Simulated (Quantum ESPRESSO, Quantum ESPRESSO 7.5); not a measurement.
## 1T-SnSe2, 2 layers, AA stacking: a series in the field along the normal

Wanted: a table for 1T-SnSe2, 2 layers, AA stacking against the field along the normal, and what can be fitted to it.

Program: Quantum ESPRESSO 7.5. Level of theory: plane-wave DFT, PBE, GBRV ultrasoft pseudopotentials (geometry by pw.x at PBE-D3(BJ), GBRV ultrasoft). Results are calculated unless marked as measured.

### 1. The starting structure

The cell holds 6 atoms: 4 Se and 2 Sn. Its edges and angles: a = 3.870 Å, b = 3.870 Å, c = 24.421 Å, α = 90.0°, β = 90.0°, γ = 120.0°. It derives from SnSe2. Vacuum lies along c.

Set-up: Cell and atoms are relaxed without a field with a D3(BJ) correction and then held. Sawtooth field with dipole correction, 17 Å of vacuum in the starting cell, Fermi-Dirac smearing of 0.002 Ry; bands along a path at each field.

Members -0.05, 0.1, -0.1, 0.2, -0.2, 0.3 and -0.3 took the same steps and show in the table alone.

### 2. Relaxing cell and ions of the reference

What the set-up leaves free in this member is relaxed.

ref.relax.in reads:

```
&control
  prefix = 'ref.relax'
  outdir = './out'
  pseudo_dir = './pseudo'
  nstep = 80
  forc_conv_thr = 0.0004
  calculation = 'vc-relax'
  etot_conv_thr = 1e-06
/
&system
  ibrav = 0
  nat = 6
  ntyp = 2
  ecutwfc = 50
  ecutrho = 250
  vdw_corr = 'grimme-d3'
  dftd3_version = 4
  occupations = 'smearing'
  smearing = 'fd'
  degauss = 0.004
/
&electrons
  conv_thr = 1e-09
  mixing_beta = 0.4
  electron_maxstep = 120
  mixing_mode = 'plain'
/
&ions
/
&cell
  cell_dofree = '2Dxy'
  press_conv_thr = 0.3
/
ATOMIC_SPECIES
  Se  78.9710  se_pbe_v1.uspp.F.UPF
  Sn  118.7100  sn_pbe_v1.4.uspp.F.UPF
CELL_PARAMETERS angstrom
  3.87000000000000 0.00000000000000 0.00000000000000
  -1.93500000000000 3.35151831264578 0.00000000000000
  0.00000000000000 0.00000000000000 24.42097808570478
ATOMIC_POSITIONS crystal
  Se  0.666666666700 0.333333333300 0.348061407294
  Sn  0.000000000000 0.000000000000 0.391271982960
  Se  0.333333333300 0.666666666700 0.434482558627
  Se  0.666666666700 0.333333333300 0.565517441373
  Sn  0.000000000000 0.000000000000 0.608728017040
  Se  0.333333333300 0.666666666700 0.651938592706
K_POINTS automatic
  12 12 1 0 0 0
```

Launch:

```bash
> OMP_NUM_THREADS=1 mpirun -n 4 pw.x -nk 4 -in ref.relax.in > ref.relax.out
```

Output:

```text
Program PWSCF v.7.5 starts
[citation notice left out]

     Parallel version (MPI & OpenMP), running on       4 processor cores
     Number of MPI processes:                 4
     Threads/MPI process:                     1

     MPI processes distributed on     1 nodes
[...]
Current dimensions of program PWSCF are:
     Max number of different atomic species (ntypx) = 10
     Max number of k-points (npk) =  40000
     Max angular momentum in pseudopotentials (lmaxx) =  4
     Message from routine setup:
     using ibrav=0 with symmetry is DISCOURAGED, use correct ibrav instead

     K-points division:     npool     =       4
     Subspace diagonalization in iterative solution of the eigenvalue problem:
     a serial algorithm will be used

     G-vector sticks info
     --------------------
     sticks:   dense  smooth     PW     G-vecs:    dense   smooth      PW
     Sum         925     745    211               143033   102375   16067

     Using Slab Decomposition

     bravais-lattice index     =            0
     lattice parameter (alat)  =       7.3132  a.u.
     unit-cell volume          =    2137.5300 (a.u.)^3
     number of atoms/cell      =            6
     number of atomic types    =            2
     number of electrons       =        52.00
     number of Kohn-Sham states=           31
     kinetic-energy cutoff     =      50.0000  Ry
     charge density cutoff     =     250.0000  Ry
     scf convergence threshold =      1.0E-09
     mixing beta               =       0.4000
     number of iterations used =            8  plain     mixing
     energy convergence thresh.=      1.0E-06
     force convergence thresh. =      4.0E-04
     press convergence thresh. =      3.0E-01
     Exchange-correlation=  SLA  PW   PBX  PBC
                           (   1   4   3   4   0   0   0)
     nstep                     =           80

     celldm(1)=   7.313240  celldm(2)=   0.000000  celldm(3)=   0.000000
     celldm(4)=   0.000000  celldm(5)=   0.000000  celldm(6)=   0.000000

     crystal axes: (cart. coord. in units of alat)
               a(1) = (   1.000000   0.000000   0.000000 )
               a(2) = (  -0.500000   0.866025   0.000000 )
               a(3) = (   0.000000   0.000000   6.310330 )

     reciprocal axes: (cart. coord. in units 2 pi/alat)
               b(1) = (  1.000000  0.577350 -0.000000 )
               b(2) = (  0.000000  1.154701  0.000000 )
               b(3) = (  0.000000 -0.000000  0.158470 )

     PseudoPot. # 1 for Se read from file:
     ./pseudo/se_pbe_v1.uspp.F.UPF
     Pseudo is Ultrasoft + core correction, Zval =  6.0
     Generated by new atomic code, or converted to UPF format
     Using radial grid of  877 points,  6 beta functions with:
                l(1) =   0
                l(2) =   0
                l(3) =   1
                l(4) =   1
                l(5) =   2
                l(6) =   2
     Q(r) pseudized with  8 coefficients,  rinner =    1.300   1.300   1.300
                                                       1.300   1.300

     PseudoPot. # 2 for Sn read from file:
     ./pseudo/sn_pbe_v1.4.uspp.F.UPF
     Pseudo is Ultrasoft + core correction, Zval = 14.0
     Generated by new atomic code, or converted to UPF format
     Using radial grid of  891 points,  6 beta functions with:
                l(1) =   0
                l(2) =   0
                l(3) =   1
                l(4) =   1
                l(5) =   2
                l(6) =   2
     Q(r) pseudized with  8 coefficients,  rinner =    1.350   1.350   1.350
                                                       1.350   1.350

     atomic species   valence    mass     pseudopotential
     Se                6.00    78.97100     Se( 1.00)
     Sn               14.00   118.71000     Sn( 1.00)

     12 Sym. Ops., with inversion, found

   Cartesian axes

     site n.     atom                  positions (alat units)
         1        Se     tau(   1) = (   0.5000000   0.2886751   2.1963824  )
         2        Sn     tau(   2) = (   0.0000000   0.0000000   2.4690554  )
         3        Se     tau(   3) = (  -0.0000000   0.5773503   2.7417284  )
         4        Se     tau(   4) = (   0.5000000   0.2886751   3.5686018  )
         5        Sn     tau(   5) = (   0.0000000   0.0000000   3.8412748  )
         6        Se     tau(   6) = (  -0.0000000   0.5773503   4.1139478  )

     --------------------------------------------
     DFT-D3 Dispersion Correction (3-body terms):
     --------------------------------------------
       Reference C6 values for interpolation:

         atom   Coordination number   C6
         Se         0.000           427.35
         Se         0.990           427.57
         Se         1.981           421.05
         Sn         0.000          1255.14
         Sn         0.951          1084.09
         Sn         1.950          1010.83
         Sn         2.926           818.29
         Sn         3.912           672.20

       Values used:

         atom   Coordination number  R0_AB[au]  C6      C8
         Se         4.096            3.332    421.05  29958.36
         Sn         6.647            3.957    672.20  84369.06
         Se         4.166            3.332    421.05  29958.36
         Se         4.166            3.332    421.05  29958.36
         Sn         6.647            3.957    672.20  84369.06
         Se         4.096            3.332    421.05  29958.36

         Molecular C6 ( Ry / a.u.^6 ) =     17927.66

     number of k points=    19  Fermi-Dirac smearing, width (Ry)=  0.0040
                       cart. coord. in units 2pi/alat
        k(    1) = (   0.0000000   0.0000000   0.0000000), wk =   0.0138889
        k(    2) = (   0.0000000   0.0962250   0.0000000), wk =   0.0833333
        k(    3) = (   0.0000000   0.1924501   0.0000000), wk =   0.0833333
        k(    4) = (   0.0000000   0.2886751   0.0000000), wk =   0.0833333
        k(    5) = (   0.0000000   0.3849002   0.0000000), wk =   0.0833333
        k(    6) = (   0.0000000   0.4811252   0.0000000), wk =   0.0833333
        k(    7) = (   0.0000000  -0.5773503   0.0000000), wk =   0.0416667
        k(    8) = (   0.0833333   0.1443376   0.0000000), wk =   0.0833333
        k(    9) = (   0.0833333   0.2405626   0.0000000), wk =   0.1666667
        k(   10) = (   0.0833333   0.3367877   0.0000000), wk =   0.1666667
[...]
k(   19) = (   0.3333333   0.5773503   0.0000000), wk =   0.0277778

     Dense  grid:   143033 G-vectors     FFT dimensions: (  40,  40, 240)

     Smooth grid:   102375 G-vectors     FFT dimensions: (  36,  36, 216)

[...]
per-process dynamical memory:   153.0 Mb

     Self-consistent Calculation

     iteration #  1     ecut=    50.00 Ry     beta= 0.40
     Davidson diagonalization with overlap
     ethr =  1.00E-06,  avg # of iterations = 16.8

     negative rho (up, down):  5.566E-04 0.000E+00

     total cpu time spent up to now is      168.4 secs

     total energy              =    -493.08614385 Ry
     estimated scf accuracy    <       0.00465833 Ry

[...]
iteration # 11     ecut=    50.00 Ry     beta= 0.40
[...]
negative rho (up, down):  4.569E-04 0.000E+00

[...]
End of self-consistent calculation

[...]
the Fermi energy is     0.0882 ev

!    total energy              =    -493.08677346 Ry
     estimated scf accuracy    <          8.3E-11 Ry
     smearing contrib. (-TS)   =      -0.00025227 Ry
     internal energy E=F+TS    =    -493.08652119 Ry

     The total energy is F=E-TS. E is the sum of the following terms:
     one-electron contribution =   -1996.41750335 Ry
     hartree contribution      =    1014.79542113 Ry
     xc contribution           =    -205.09696811 Ry
     ewald contribution        =     693.76112981 Ry
     DFT-D3 Dispersion         =      -0.12860067 Ry

     convergence has been achieved in  11 iterations

     negative rho (up, down):  4.569E-04 0.000E+00

     Forces acting on atoms (cartesian axes, Ry/au):

     atom    1 type  1   force =     0.00000000    0.00000000   -0.06841346
     atom    2 type  2   force =     0.00000000    0.00000000    0.00036807
     atom    3 type  1   force =     0.00000000    0.00000000    0.07121033
     atom    4 type  1   force =    -0.00000000   -0.00000000   -0.07121033
     atom    5 type  2   force =     0.00000000    0.00000000   -0.00036807
     atom    6 type  1   force =     0.00000000    0.00000000    0.06841346

     Total force =     0.139653     Total SCF correction =     0.000055

     Computing stress (Cartesian axis) and pressure

     negative rho (up, down):  4.569E-04 0.000E+00
          total   stress  (Ry/bohr**3)                   (kbar)     P=       17.70
   0.00005351  -0.00000000  -0.00000000            7.87       -0.00       -0.00
  -0.00000000   0.00005351  -0.00000000           -0.00        7.87       -0.00
   0.00000000   0.00000000   0.00025391            0.00        0.00       37.35

     Energy error            =      1.2E-01 Ry
     Gradient error          =      7.1E-02 Ry/Bohr
     Cell gradient error     =      7.9E+00 kbar

     number of scf cycles    =   3
     number of bfgs steps    =   2

     enthalpy           old  =    -492.9675408679 Ry
     enthalpy           new  =    -493.0867734599 Ry

     CASE: enthalpy          _new < enthalpy          _old

     new trust radius        =       0.2333553304 bohr
     new conv_thr            =       0.0000000010 Ry

     new unit-cell volume =   2392.02841 a.u.^3 (   354.46204 Ang^3 )
     density =      2.59205 g/cm^3

CELL_PARAMETERS (angstrom)
   4.093907479   0.000000000   0.000000000
  -2.046953740   3.545427878   0.000000000
   0.000000000   0.000000000  24.420978086

ATOMIC_POSITIONS (crystal)
Se               0.6666666667        0.3333333333        0.3333915116
Sn               0.0000000000       -0.0000000000        0.3913379977
Se               0.3333333333        0.6666666667        0.4493355512
Se               0.6666666667        0.3333333333        0.5506644488
Sn              -0.0000000000       -0.0000000000        0.6086620023
Se               0.3333333333        0.6666666667        0.6666084884

[...]
NEW-OLD atomic charge density approx. for the potential
     New effective cutoffs (rho, wfc):  249.43   49.80

     negative rho (up, down):  7.714E-04 0.000E+00

     total cpu time spent up to now is      231.5 secs

     per-process dynamical memory:   153.0 Mb

[...]
!    total energy              =    -493.12909763 Ry
[...]
Total force =     0.055499     Total SCF correction =     0.000009
[...]
number of bfgs steps    =   3
[...]
new trust radius        =       0.1134499132 bohr
[...]
!    total energy              =    -493.13747719 Ry
[...]
Total force =     0.022696     Total SCF correction =     0.000041
[...]
number of bfgs steps    =   4
[...]
new trust radius        =       0.0924551839 bohr
[...]
!    total energy              =    -493.14380747 Ry
[...]
Total force =     0.002868     Total SCF correction =     0.000040
[...]
number of bfgs steps    =   5
[...]
new trust radius        =       0.1017007023 bohr
[...]
!    total energy              =    -493.17481028 Ry
[...]
Total force =     0.015313     Total SCF correction =     0.000092
[...]
number of bfgs steps    =  18
[...]
new trust radius        =       0.0561242627 bohr
[...]
Self-consistent Calculation

     iteration #  1     ecut=    50.00 Ry     beta= 0.40
     Davidson diagonalization with overlap
     ethr =  1.00E-06,  avg # of iterations = 11.4

     negative rho (up, down):  2.840E-04 0.000E+00

     total cpu time spent up to now is     1477.5 secs

     total energy              =    -493.16677386 Ry
     estimated scf accuracy    <       0.01619739 Ry

[...]
iteration # 11     ecut=    50.00 Ry     beta= 0.40
[...]
negative rho (up, down):  2.903E-04 0.000E+00

[...]
End of self-consistent calculation

          k = 0.0000 0.0000 0.0000 ( 12805 PWs)   bands (ev):

   -20.8386 -20.8386 -20.8383 -20.8383 -20.7992 -20.7990 -20.7889 -20.7889
   -20.7888 -20.7888 -13.3086 -13.1592 -12.0372 -11.8076  -5.6852  -5.1366
    -1.4228  -0.3415  -0.1784  -0.1784  -0.0772  -0.0772   0.2297   0.2297
     0.3236   0.3236   1.7078   2.5755   3.4921   3.5813   4.8906

          k =-0.0000 0.0977 0.0000 ( 12773 PWs)   bands (ev):

   -20.8408 -20.8408 -20.8355 -20.8355 -20.7972 -20.7972 -20.7909 -20.7908
   -20.7888 -20.7888 -13.2412 -13.0926 -11.9869 -11.7617  -5.6716  -5.1701
    -1.4407  -0.8218  -0.7287  -0.4138  -0.3345  -0.2997  -0.0831   0.0293
     0.2734   0.3919   2.2045   2.7180   3.9178   4.0012   4.8199

          k =-0.0000 0.1954 0.0000 ( 12742 PWs)   bands (ev):

   -20.8482 -20.8481 -20.8281 -20.8280 -20.7969 -20.7968 -20.7908 -20.7907
   -20.7884 -20.7884 -13.0438 -12.8980 -11.8464 -11.6356  -5.6656  -5.3046
    -2.0820  -1.7227  -1.2765  -0.9090  -0.8496  -0.8474  -0.7182   0.0048
     0.2369   0.4052   2.4570   2.7329   4.1538   4.5285   5.2438

          k =-0.0000 0.2931 0.0000 ( 12748 PWs)   bands (ev):

   -20.8598 -20.8598 -20.8198 -20.8197 -20.8033 -20.8032 -20.7863 -20.7861
   -20.7827 -20.7826 -12.7331 -12.5936 -11.6488 -11.4656  -5.7867  -5.6019
    -3.0358  -2.6385  -1.8649  -1.4854  -1.2824  -1.1454  -0.8685  -0.0364
     0.1126   0.3266   1.9544   2.3817   4.3375   4.7253   5.7028

          k =-0.0000 0.3909 0.0000 ( 12778 PWs)   bands (ev):

   -20.8725 -20.8724 -20.8146 -20.8144 -20.8091 -20.8090 -20.7811 -20.7809
   -20.7743 -20.7742 -12.3462 -12.2192 -11.4541 -11.3158  -6.1562  -6.0267
    -3.7073  -3.3556  -2.3294  -1.7610  -1.6353  -1.4953  -0.7007  -0.1949
    -0.0277   0.2180   1.4741   1.8317   4.4140   4.6420   5.8110

          k =-0.0000 0.4886 0.0000 ( 12780 PWs)   bands (ev):

   -20.8822 -20.8818 -20.8130 -20.8127 -20.8127 -20.8126 -20.7753 -20.7752
   -20.7680 -20.7678 -11.9613 -11.8559 -11.3428 -11.2628  -6.5607  -6.4519
    -4.1294  -3.8120  -2.4356  -1.8617  -1.8126  -1.7208  -0.6615  -0.3580
    -0.1309   0.1328   1.1428   1.4703   4.3309   4.5456   5.3246

[...]
-20.7
[key lines of the parts left out:]
total energy              =    -493.17501573 Ry
the Fermi energy is     0.7394 ev
convergence has been achieved in  12 iterations
```

Elapsed: 32 min, on 4 MPI ranks of Arm Neoverse V1, shared host; peak memory 1.2 GiB.

Step by step (22 of 25):

```tsv
step	energy less that of the first step (eV)	largest force (eV/Å)	volume (Å³)
1	0.0000	5.2076	316.75
2	-2.7980	3.3421	332.48
3	-4.4202	1.8309	346.50
4	-4.9961	0.7675	354.46
6	-5.1962	0.0307	350.84
7	-5.2913	0.2215	343.55
8	-5.3927	0.4142	332.75
9	-5.4667	0.4306	318.66
10	-5.4804	0.2389	317.84
11	-5.4855	0.1959	318.15
12	-5.4905	0.1920	318.01
14	-5.5091	0.3187	316.91
15	-5.5250	0.3917	315.73
16	-5.5466	0.4530	314.06
17	-5.5742	0.4777	311.75
18	-5.6036	0.4181	308.66
19	-5.6180	0.2306	307.19
20	-5.6208	0.0914	307.16
22	-5.6214	0.0081	307.31
23	-5.6215	0.0046	307.33
24	-5.6215	0.0015	307.30
25	-5.5984	0.0015	307.30
```

```tsv
cell as run	before	after	change
a (Å)	3.870	3.812	-1.5 %
b (Å)	3.870	3.812	-1.5 %
```

The atoms that moved most (Å, along periodic axes as changes of fractional coordinates times the final cell, across vacuum about the mean position):

```tsv
atom	dx	dy	dz	length
Se1	0.000	0.000	-0.928	0.928
Se6	0.000	0.000	0.928	0.928
Sn5	0.000	0.000	0.379	0.379
Sn2	0.000	0.000	-0.379	0.379
Se3	0.000	0.000	0.171	0.171
Se4	0.000	0.000	-0.171	0.171
```

 The last row is no step: it is a fresh SCF in the final cell with a new plane-wave basis, +23 meV from the row before, a sign that the cell is biased by the basis (Pulay stress).

Numbers from this step:

```
free energy             : -6709.9655 eV
energy at zero smearing : -6709.9653 eV
Fermi energy            : 0.7498 eV
```

[end of part 1 of 4]

[Logs are printed without paths, hosts, clocks, repeated set-up lines and the standing remarks that a program may print on its own settings, such as how far it seeks lower states.]

[Hosts, paths, dates, database ids (printed as entryN), source tags and the programs' standing remarks are cut or masked in the printed files.]

[Maps of the electrostatic potential energy from Ansatz leave out the sawtooth potential of an applied field or a dipole correction, so their vacuum need not be flat; planar profiles and work functions include it.]
